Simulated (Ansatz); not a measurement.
# Pb-Y-Pb stack of (100) layers: lattice stability ahead of a resistivity run, part 2 of 3

Question: is the lattice of Pb-Y-Pb stack of (100) layers stable, and if so, what are its coupling constant and resistivity?

Ansatz 0.2.0; DFT PBEsol, scalar-relativistic, plane waves, PAW; PAW set soft_1.

So far: The starting structure; Rough relaxation; Relaxing cell and atoms.

## 4. Relaxing tightly for phonons

Phonons are second derivatives about the minimum, so the remaining forces must be small: the thresholds are tightened.

Input file input.yaml:

```yaml
crystal:
  lattice:
    - [3.3026203637, 0.0, 0.0]
    - [0.0, 3.3026203637, 0.0]
    - [0.0, 0.0, 33.9914332642]
  atoms:
    - { symbol: Pb, position: [0.0, 0.0, 0.1640368465] }
    - { symbol: "Y", position: [0.5, 0.5, 0.2367614198] }
    - { symbol: Pb, position: [0.0, 0.0, 0.309485993] }
  periodic: [true, true, false]
kpoints:
  mp_grid: { grid: [8, 8, 1] }
hamiltonian:
  xc: pbesol
  pseudopotentials: { kind: paw, azcp: { folder: soft_1 }, xc_functional: pbe }
scf:
  occupations: { method: methfessel_paxton, width: 0.2 }
output:
  forces: true
  stress: true
  eigenvalues: true
relax:
  adjacent_minimum: "off"
  f_tol: 0.001
  max_steps: 60
  cell: { stress_2d_tol: 0.002 }
```

Started as:

```
> ansatz run input.yaml --threads 4 --pin off --max-ram 12288MiB --backend cpu --events-out ev --progress --plain --runs-dir out
```

Numbers of over 12 decimals in the logs are rounded to 6 here.

The program printed:

```text
[the first part of the log is left out]
  E_vpaw       = -585.982272  (= ΣTr[D̂ρ^β])
  E_aug_tail   = 0.000006  (compensation charges beyond the density's cutoff)
  E_ewald      = 34960.759197
  E_core_change = 0.273114  (= ΣΔE_core)
  E_smearing   = -0.004363  (= −TS)
  E_closure    = 0.000000  (closes the sum)
  Σ components = -27309.506499   (vs F -27309.506499, Δ=0.00e0)
--- Forces (eV/Å), atoms counted from 1 ---
  atom   1  Pb     0.00000000     0.00000000     0.00007724
  atom   2  Y      0.00000000     0.00000000     0.00000000
[...]
0.000000       0.000000       0.000000
  P = ½ c Tr σ = 0.0008 N/m
--- Band table (eV; the first three rows and the last of 15) ---
[...]
° read free of the cell's end (the report's vacuum.weakly_bound_levels)
--- Relaxed structure (4 steps of the walk, 4 accepted, 1 SCFs on fresh bases) ---
[...]
cell:  # Å, volume = 370.4030 Å³
    - [3.301053, 0, 0.0]
    - [0, 3.301053, 0.0]
    - [0.0, 0.0, 33.9914332642]
  atoms:
    - { symbol: Pb, position: [0, 0, 0.164433] }
    - { symbol: Y, position: [0.5, 0.5, 0.236761] }
    - { symbol: Pb, position: [0, 0, 0.309089] }
```

Elapsed: 14 s, on 4 threads of Arm Neoverse V2, shared host; peak memory 0.73 GiB.

Step by step:

| step | energy less that of the first step (eV) | largest force component (eV/Å) | volume (Å³) |
| --- | --- | --- | --- |
| 1 | 0.0000 | 0.0317 | 370.75 |
| 2 | -0.0005 | 0.0020 | 370.30 |
| 3 | -0.0005 | 0.0001 | 370.38 |
| 4 | -0.0005 | 0.0001 | 370.40 |
| 5 | -0.0005 | 0.0001 | 370.40 |

The log counts 1 steps on a newly chosen plane-wave basis, not all of them marked here; energy and pressure can jump at such steps.

| cell as run | before | after | change |
| --- | --- | --- | --- |
| a (Å) | 3.303 | 3.301 | -0.0 % |
| b (Å) | 3.303 | 3.301 | -0.0 % |

The atoms that moved most (Å, along periodic axes as changes of fractional coordinates times the final cell, across vacuum about the mean position):

| atom | dx | dy | dz | length |
| --- | --- | --- | --- | --- |
| Pb1 | 0.000 | 0.000 | 0.013 | 0.013 |
| Pb3 | 0.000 | 0.000 | -0.013 | 0.013 |

Final coordinates:

```cif
data_structure
_symmetry_space_group_name_H-M 'P 1'
_symmetry_Int_Tables_number 1
_cell_length_a 3.3011
_cell_length_b 3.3011
_cell_length_c 33.9914
_cell_angle_alpha 90.000
_cell_angle_beta 90.000
_cell_angle_gamma 90.000
_cell_volume 370.40
loop_
_atom_site_label
_atom_site_type_symbol
_atom_site_fract_x
_atom_site_fract_y
_atom_site_fract_z
_atom_site_occupancy
Pb1 Pb 0.00000 0.00000 0.16443 1
Y2 Y 0.50000 0.50000 0.23676 1
Pb3 Pb 0.00000 0.00000 0.30909 1
```

## 5. Lattice stability: q 2×2×1, k 6×6×1

Couplings are defined for a stable lattice alone, so phonons come first.

input.yaml, the sections that differ from step 4:

```yaml
crystal:
  lattice:
    - [3.3010531626, 0.0, 0.0]
    - [0.0, 3.3010531626, 0.0]
    - [0.0, 0.0, 33.9914332642]
  atoms:
    - { symbol: Pb, position: [0.0, 0.0, 0.1644333601] }
    - { symbol: "Y", position: [0.5, 0.5, 0.2367614198] }
    - { symbol: Pb, position: [0.0, 0.0, 0.3090894795] }
  periodic: [true, true, false]
kpoints:
  mp_grid: { grid: [6, 6, 1] }
output:
  eigenvalues: true
phonons:
  method: dfpt
  qmesh: [2, 2, 1]
  temperatures: { t_max: 1000, t_step: 50 }
  qpath:
    path: [[0.0, 0.0, 0.0], [0.0, 0.5, 0.0], [0.5, 0.5, 0.0], [0.0, 0.0, 0.0]]
    npoints: 10
# hamiltonian, scf: as in step 4
# relax: removed
```

The program printed:

```text
Warning: crystal.symmetry: narrowed to the stabiliser of the run's FFT grids — unitary ops 16 → 8. A phonons.method: dfpt run fills in the rows of the dynamical matrix that it does not solve by its symmetry operations, which is exact only for operations that map its FFT grids onto themselves: filled in by any other, the frequencies could depend on the order in which like atoms are typed, or, by more than the grids' own error, on where the crystal sits among the grids' points. Excluded: 8 operations. The run can therefore solve more perturbations, solve them on more k-points, or both, and cost more. [rest of the remark cut]
[...]
Crystal: 3 atoms, lattice volume = 370.403 Å³
Basis set: ecut = 420 eV, 7281 PW (Γ), exchange–correlation on 48×48×480 points (8 copies of the dense FFT grid, shifted against one another)
Bands: 24, of which v1, the nominal top of the filled ones, is band 20 counted from 1 (19 counted from 0)
Symmetry: 16 space group operations
k-points: 10 of 36 (irreducible under 8 space group operations)
[...]
SCF iter   1: F=—  HF=-27310.030866 eV  |F-HF|=—  |Δ(HF+E_count)|=         —  Δρ=1.07e-2  dr2=4.75e0  ethr=3.10e-3  ⟨swp⟩=12.1  Hψ=1667  notcnv=0
[...]
SCF iter  12: F=-27309.528571 eV  HF=-27309.528571 eV  |F-HF|=6.26e-10  |Δ(HF+E_count)|=   4.25e-9  S|Δr|=    0.00e0  Δρ=4.38e-8  dr2=9.91e-12  ethr=1.00e-12  ⟨swp⟩=16.1  Hψ=2027  notcnv=0
SCF 1 converged in 12 iterations: F = -27309.528571 eV  dr2 = 9.91e-12
[...]
phonons: the bands overlap, so this run is a metal and interpolates without the dipole-dipole term. If the crystal is really an insulator or semiconductor, its LO-TO splitting is missing
NSCF: frozen V_eff on 10 k-points
WARN: eigensolver did not converge in 5 slots of this pass, the one above among them; of largest residual over every band (k=7): 1 band(s) unlocked (lowest unlocked band 23, counted from 0; max residual 1.97e-4 eV among the unlocked bands, 1.97e-4 eV over every band); of lowest unlocked band (k=0): band 23
[...]
DFPT response loops at q = (0, 0, 0) (fractional): preconditioner auto → none (partly filled bands, converged f_vac=0.723); β = 0.50; Broyden in place of MSR1
[...]
SCF converged after 12 iterations
Stability not checked: this state was not tested for a lower state beside it, because cold or Methfessel-Paxton smearing, or corrected tetrahedra, fill the levels in a way that the test cannot read (fill_not_monotonic; see scf.lower_state_search)
Free energy (F): -27309.528571 eV
[...]
Internal energy: -27309.513671 eV  (E = F + TS)
E sigma→0 (E₀):  -27309.524846 eV
Entropy (-TS):   -0.014900 eV (-4.967 meV/atom)
Fermi energy:    -4.828873 eV
[...]
--- Band table (eV; the first three rows and the last of 10) ---
  k-point 0: bands = [... 16 lower, -8.1059, -5.6800, -4.9889, -4.2853, -1.8164 (-1.8164°), -1.8164 (-1.8164°), -0.6855, -0.3984]
  k-point 1: bands = [... 16 lower, -7.5949, -5.5960, -4.7789, -4.0295, -3.0841, -2.1224, -1.5647, -0.5297]
  k-point 2: bands = [... 16 lower, -6.7489, -6.1891, -6.0585, -5.0832, -4.1860, -1.7452, -1.6191, -1.0005]
  k-point 9: bands = [... 16 lower, -6.5387, -6.5387, -5.8203, -5.6750, -5.6750, -2.9647, -1.7239, -1.7239]
  ° read free of the cell's end (the report's vacuum.weakly_bound_levels)
--- Phonons (Γ-DFPT): 6 representative perturbations + reference (Σ response iterations 29) ---
  ASR residual: 9.407e-5 → 0.000e0 eV/Å²; symmetrization residual: 1.809e-5 eV/Å²
  The last average, over the group as it would stand without the narrowing to the FFT grids, took up to 1.889e-5 eV/Å² of the zone centre's force constants
  ASR residual per site (eV/Å²): 7.86e-5 9.41e-5 4.06e-5
  Γ frequencies (cm⁻¹): 0.00 0.00 0.00 35.96 35.96 56.15 91.74 91.74 117.69
--- Phonons (arbitrary-q DFPT): 3 irreducible q on the 2×2×1 mesh ---
  q = [0.0000, 0.0000, 0.0000] (star 1, of the zone-centre solve; hermiticity 9.70e-6, symmetrization 5.73e-12, taken by the last average 5.07e-6): -0.00 -0.00 0.00 35.96 35.96 56.15 91.74 91.74 117.69
  q = [0.0000, -0.5000, 0.0000] (star 2, 9 solved perturbations on 16 of 36 k-point pairs; hermiticity 3.76e-6, symmetrization 6.69e-9, taken by the last average 2.86e-6): -26.51 -24.43 21.22 35.31 36.82 66.54 77.46 126.25 151.50
  q = [-0.5000, -0.5000, 0.0000] (star 1, 6 solved perturbations in 78 linear systems a pass and spin channel, the states on 16 of 36 k-point pairs; hermiticity 2.66e-6, symmetrization 4.98e-9, taken by the last average 2.65e-6): -34.47 44.35 66.63 66.63 79.25 79.25 92.24 154.56 154.56
  sum rule: each row above includes the acoustic sum rule's correction from the zone centre's row sums; it moved no ω² by more than (0.54 cm⁻¹)²
  mesh force constants: q→R imaginary residual 1.81e-17; ASR residual 9.407e-5 → 0.000e0 eV/Å²; symmetrization residual 3.553e-15 eV/Å²
  interpolated dispersion: 31 rows × 9 modes
  density of states and harmonic sums: on the 20×20×1 q-mesh, interpolated from the force constants of a 2×2×1 supercell (no non-analytic term)
  largest difference from the sums on the solved wave vectors: F 2.52e-1 eV, S 3.30e-4 and C_V 7.84e-5 eV/K
  zero-point energy: 0.035760 eV/cell   skipped modes (ω ≤ 0): 75, of them read as no rigid motion or as one in doubt: 72 (1.083e0 modes/cell left out, lowest -39.90 cm⁻¹)   left out of the sums: 1.21e-1 of the cell's modes: C_V's classical limit lies that fraction below 3 k_B per atom; for a crystal, a wire or a layer, F and S can be off by more, and a phonons.interpolated_qmesh denser along its periods is the remedy for the sampling
```

Run time: 1.8 min. Hardware: 4 threads; peak memory 1.2 GiB.

This step gave:

| Property | Result |
| --- | --- |
| share of imaginary modes in the plain interpolation between solved wavevectors | 0.1153 |
| highest frequency, solved or plainly interpolated | 154.6 cm⁻¹ |

Solved on the 2×2×1 mesh alone; all other wavevectors are interpolated. Phonon branches along the path, in cm⁻¹:

| point | branch 1 | branch 2 | branch 3 | branch 4 | branch 5 | branch 6 | branch 7 | branch 8 | branch 9 |
| --- | --- | --- | --- | --- | --- | --- | --- | --- | --- |
| Γ | 0 | 0 | 0 | 36 | 36 | 56 | 92 | 92 | 118 |
| halfway | -39 | 20 | 36 | 37 | 42 | 59 | 82 | 121 | 125 |
| X | -26 | -24 | 21 | 35 | 37 | 66 | 78 | 126 | 152 |
| halfway | -20 | 26 | 41 | 54 | 62 | 69 | 116 | 121 | 153 |
| M | -34 | 44 | 67 | 67 | 79 | 79 | 92 | 155 | 155 |
| halfway | -30 | 22 | 40 | 49 | 58 | 59 | 117 | 122 | 123 |
| Γ | 0 | 0 | 0 | 36 | 36 | 56 | 92 | 92 | 118 |

The phonon branches as a text plot (rows in cm⁻¹):

```
    151 |            ***************************
    142 |           *               **          **
    134 |         **              **              **
    126 |       ***************                     ***
    118 |*********             ***                ***************
    110 |    **                ** ****          **     **
    102 |  **                         *      ***         **
     94 |****                 *        ******              ******
     86 |    ***            **
     78 |       ************          **********
     70 |           ******************************
     61 |       ****             ******      **********
     53 |*******               *****            *********  ******
     45 |  *******          ***       *******     **   *******
     37 |*********************   *  **       ***    *************
     29 |           ***        *****            **     *******
     21 |  **   **** *******   **                   ***    ***
     13 | *  ***            ***                               **
      5 | ***
     -3 |*                                                      *
    -12 | *            **     ***                 **
    -20 |                 ****   *              **            **
    -28 |  ****          ***      ****       ***    ***    ***
    -36 |      **********             *******          ****
         Γ               X               M                      Γ
```

Lowest modes at the softest wavevector of the mesh. The modes at q = (0.500, 0.500, 0.000) (shares of kinetic energy by element, %) (negative means imaginary):

| mode | frequency (cm⁻¹) | Pb % | Y % |
| --- | --- | --- | --- |
| 1 | -34.5 | 100 | 0 |
| 2 | 44.3 | 100 | 0 |
| 3 | 66.6 | 96 | 4 |
| 4 | 66.6 | 96 | 4 |
| 5 | 79.3 | 100 | 0 |
| 6 | 79.3 | 100 | 0 |

Displacements in mode 1 (-34.5 cm⁻¹), the largest set to 1, in the home cell:
```
Pb1  0.00  0.00  1.00
Y2   0.00  0.00  0.00
Pb3  0.00  0.00 -1.00
```

Displacements in mode 2 (44.3 cm⁻¹), the largest set to 1, in the home cell:
```
Pb1 0.00 0.00 1.00
Y2  0.00 0.00 0.00
Pb3 0.00 0.00 1.00
```

Among the solved wavevectors the lowest mode, translations apart, is -34.5 cm⁻¹, imaginary.

## 6. Phonons: q 2×2×1, k 6×6×1

The next rung's rule gives the same meshes for this cell, so the phonon run is repeated as it was and tests nothing new.

input.yaml is that of step 5.

The program printed:

```text
[...]
Crystal: 3 atoms, lattice volume = 370.403 Å³
Basis set: ecut = 420 eV, 7281 PW (Γ), exchange–correlation on 48×48×480 points (8 copies of the dense FFT grid, shifted against one another)
Bands: 24, of which v1, the nominal top of the filled ones, is band 20 counted from 1 (19 counted from 0)
Symmetry: 16 space group operations
k-points: 10 of 36 (irreducible under 8 space group operations)
[...]
SCF iter   1: F=—  HF=-27310.030866 eV  |F-HF|=—  |Δ(HF+E_count)|=         —  Δρ=1.07e-2  dr2=4.75e0  ethr=3.10e-3  ⟨swp⟩=12.1  Hψ=1667  notcnv=0
[...]
SCF iter  12: F=-27309.528571 eV  HF=-27309.528571 eV  |F-HF|=6.26e-10  |Δ(HF+E_count)|=   4.25e-9  S|Δr|=    0.00e0  Δρ=4.38e-8  dr2=9.91e-12  ethr=1.00e-12  ⟨swp⟩=16.1  Hψ=2027  notcnv=0
SCF 1 converged in 12 iterations: F = -27309.528571 eV  dr2 = 9.91e-12
[...]
SCF converged after 12 iterations
[...]
Free energy (F): -27309.528571 eV
[...]
Internal energy: -27309.513671 eV  (E = F + TS)
E sigma→0 (E₀):  -27309.524846 eV
Entropy (-TS):   -0.014900 eV (-4.967 meV/atom)
Fermi energy:    -4.828873 eV
[...]
--- Band table (eV; the first three rows and the last of 10) ---
  k-point 0: bands = [... 16 lower, -8.1059, -5.6800, -4.9889, -4.2853, -1.8164 (-1.8164°), -1.8164 (-1.8164°), -0.6855, -0.3984]
  k-point 1: bands = [... 16 lower, -7.5949, -5.5960, -4.7789, -4.0295, -3.0841, -2.1224, -1.5647, -0.5297]
  k-point 2: bands = [... 16 lower, -6.7489, -6.1891, -6.0585, -5.0832, -4.1860, -1.7452, -1.6191, -1.0005]
  k-point 9: bands = [... 16 lower, -6.5387, -6.5387, -5.8203, -5.6750, -5.6750, -2.9647, -1.7239, -1.7239]
  ° read free of the cell's end (the report's vacuum.weakly_bound_levels)
[...]
ASR residual: 9.407e-5 → 0.000e0 eV/Å²; symmetrization residual: 1.809e-5 eV/Å²
[...]
ASR residual per site (eV/Å²): 7.86e-5 9.41e-5 4.06e-5
  Γ frequencies (cm⁻¹): 0.00 0.00 0.00 35.96 35.96 56.15 91.74 91.74 117.69
--- Phonons (arbitrary-q DFPT): 3 irreducible q on the 2×2×1 mesh ---
[...]
interpolated dispersion: 31 rows × 9 modes
[...]
```

Elapsed: 1.8 min, on 4 threads; peak memory 1.2 GiB.

Solved on the 2×2×1 mesh alone; all other wavevectors are interpolated. The phonon branches at the labelled points (cm⁻¹):

(Unchanged from step 5.)

The phonon branches as a text plot (rows in cm⁻¹):

```
    151 |            ***************************
    142 |           *               **          **
    134 |         **              **              **
    126 |       ***************                     ***
    118 |*********             ***                ***************
    110 |    **                ** ****          **     **
    102 |  **                         *      ***         **
     94 |****                 *        ******              ******
     86 |    ***            **
     78 |       ************          **********
     70 |           ******************************
     61 |       ****             ******      **********
     53 |*******               *****            *********  ******
     45 |  *******          ***       *******     **   *******
     37 |*********************   *  **       ***    *************
     29 |           ***        *****            **     *******
     21 |  **   **** *******   **                   ***    ***
     13 | *  ***            ***                               **
      5 | ***
     -3 |*                                                      *
    -12 | *            **     ***                 **
    -20 |                 ****   *              **            **
    -28 |  ****          ***      ****       ***    ***    ***
    -36 |      **********             *******          ****
         Γ               X               M                      Γ
```

Lowest modes at the softest wavevector of the mesh. The modes at q = (0.500, 0.500, 0.000) (shares of kinetic energy by element, %) (negative means imaginary):

| mode | frequency (cm⁻¹) | Pb % | Y % |
| --- | --- | --- | --- |
| 1 | -34.5 | 100 | 0 |
| 2 | 44.3 | 100 | 0 |
| 3 | 66.6 | 96 | 4 |
| 4 | 66.6 | 96 | 4 |
| 5 | 79.3 | 100 | 0 |
| 6 | 79.3 | 100 | 0 |

The modes has structure finer than the step of the table below, so its rows give means over 5 cm⁻¹, whole bins alone (the curve runs from -49.8 to 169 cm⁻¹). Peaks (cm⁻¹: height): Pb -36.1: 0.0460, 38.1: 0.156, 67.0: 0.0992, 119.2: 0.0247; Y 68.3: 0.0195, 90.3: 0.0283, 119.2: 0.0999, 131.5: 0.0414, 141.2: 0.0430, 150.8: 0.0577.

Phonopy on the run's constants, 17x17x1 mesh, Gaussian sigma 2.0 cm⁻¹. Modes against wavenumber; means over each step; values in 1/cm⁻¹/cell:

| wavenumber (cm⁻¹) | Pb | Y |
| --- | --- | --- |
| -45 | 0.00111 | 2.8e-4 |
| -40 | 0.0224 | 0.00563 |
| -35 | 0.0428 | 0.00920 |
| -30 | 0.0350 | 0.00542 |
| -25 | 0.0248 | 0.00292 |
| -20 | 0.0228 | 0.00249 |
| -15 | 0.0215 | 0.00230 |
| -10 | 0.00354 | 3.2e-4 |
| -5 | 0.00435 | 1.8e-4 |
| 0 | 0.00795 | 6.8e-4 |
| 5 | 0.0124 | 0.00135 |
| 10 | 0.0133 | 0.00167 |
| 15 | 0.0305 | 0.00357 |
| 20 | 0.0432 | 0.00427 |
| 25 | 0.0482 | 0.00508 |
| 30 | 0.0647 | 0.00603 |
| 35 | 0.110 | 0.00623 |
| 40 | 0.133 | 0.00562 |
| 45 | 0.0844 | 0.00334 |
| 50 | 0.0686 | 0.00349 |
| 55 | 0.0667 | 0.00256 |
| 60 | 0.0637 | 0.00317 |
| 65 | 0.0851 | 0.00868 |
| 70 | 0.0659 | 0.0155 |
| 75 | 0.0236 | 0.00584 |
| 80 | 0.0145 | 0.0110 |
| 85 | 0.00359 | 0.0129 |
| 90 | 0.00616 | 0.0260 |
| 95 | 0.00386 | 0.0208 |
| 100 | 0.00449 | 0.0229 |
| 105 | 0.00534 | 0.0263 |
| 110 | 0.00635 | 0.0257 |
| 115 | 0.0123 | 0.0456 |
| 120 | 0.0224 | 0.0867 |
| 125 | 0.0116 | 0.0354 |
| 130 | 0.00273 | 0.0294 |
| 135 | 0.00107 | 0.0168 |
| 140 | 0.00140 | 0.0282 |
| 145 | 0.00134 | 0.0291 |
| 150 | 0.00211 | 0.0521 |
| 155 | 9.4e-4 | 0.0240 |
| 160 | 3.1e-5 | 8.1e-4 |
| 165 | 0 | 6.0e-7 |

No LO-TO term; unit eigenvectors of the mass-weighted matrix. Modes at Γ, with each element's share of the kinetic energy:

| mode | frequency (cm⁻¹) | symmetry | Pb % | Y % |
| --- | --- | --- | --- | --- |
| 1 | 0.0 | unnamed | 82 | 18 |
| 2 | 0.0 | unnamed | 82 | 18 |
| 3 | 0.0 | unnamed | 82 | 18 |
| 4 | 36.0 | Eg | 100 | 0 |
| 5 | 36.0 | Eg | 100 | 0 |
| 6 | 56.2 | A1g | 100 | 0 |
| 7 | 91.7 | Eu | 18 | 82 |
| 8 | 91.7 | Eu | 18 | 82 |
| 9 | 117.7 | A2u | 18 | 82 |

Displacements in mode 4 (36.0 cm⁻¹), the largest set to 1:
```
Pb1  0.73  1.00  0.00
Y2   0.00  0.00  0.00
Pb3 -0.73 -1.00  0.00
```

Displacements in mode 9 (117.7 cm⁻¹), the largest set to 1:
```
Pb1  0.00  0.00 -0.21
Y2   0.00  0.00  1.00
Pb3  0.00  0.00 -0.21
```

Among the solved wavevectors the lowest mode, translations apart, is -34.5 cm⁻¹, imaginary.

(Part 2 of 3 ends here.)

[Logs are printed without paths, hosts, clocks, repeated set-up lines and the standing remarks that a program may print on its own settings, such as how far it seeks lower states.]

[Hosts, paths, dates, database ids (printed as entryN), source tags and the programs' standing remarks are cut or masked in the printed files.]
